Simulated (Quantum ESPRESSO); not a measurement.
# CdF2: which shell does photoemission see at 21.2 and 1486.7 eV? (LDA)

The valence band of CdF2 mixes several shells. Work out by hand which one leads the spectrum's area at each photon energy.

Filled states come from the projected DOS of Quantum ESPRESSO 7.5 (LDA, plane waves); cross sections σ and asymmetry parameters β are those of free atoms in a Dirac–Hartree–Slater calculation. A shell's area is states × σ × angular factor, which is 1 + β·P₂(cos θ) for linear light, with θ = 30° from the polarisation and P₂ = 0.625.

**At 21.2 eV** (states counted from 11.2 eV below the zero; other shells add 0.18 to the products' sum of 37):

```
shell  filled states a cell  cross section (Mb an electron)      β  angular factor  product  share by hand (%)  share in the simulated spectrum (%)
Cd 4d                  9.95                           0.964  -0.11            0.93     8.94                 24                                   24
 F 2s                  0.10                               0   0.00            1.00        0                  0                                    0
 F 2p                 11.03                            2.03   0.40            1.25     27.9                 75                                   75
```

**At 1486.7 eV** (states counted from 20.8 eV below the zero; other shells add 0.00057 to the products' sum of 0.0606):

| shell | filled states a cell | cross section (Mb an electron) | β | angular factor | product | share by hand (%) | share in the simulated spectrum (%) |
| --- | --- | --- | --- | --- | --- | --- | --- |
| Cd 4d | 9.98 | 0.00257 | 1.29 | 1.81 | 0.0464 | 77 | 77 |
| F 2s | 3.68 | 0.00141 | 2.00 | 2.25 | 0.0117 | 19 | 19 |
| F 2p | 11.03 | 0.000125 | 0.60 | 1.38 | 0.0019 | 3 | 3 |

F 2p leads at 21.2 eV and Cd 4d at 1486.7 eV. Between the two energies σ of F 2p changes by a factor 6.2e-5 and that of Cd 4d by 0.0027, so their ratio moves 43-fold in favour of the second. The simulated spectrum uses the same rule on the energy-resolved DOS, so the two share columns agree within a few points.

Only crystals where the two columns agree within 4 points and the lead is clear are worked in this form. Free-atom cross sections ignore the solid's final states, no escape depth or background enters, and the count of states a shell hangs on the projection.

[Logs are printed without paths, hosts, clocks, repeated set-up lines and the standing remarks that a program may print on its own settings, such as how far it seeks lower states.]
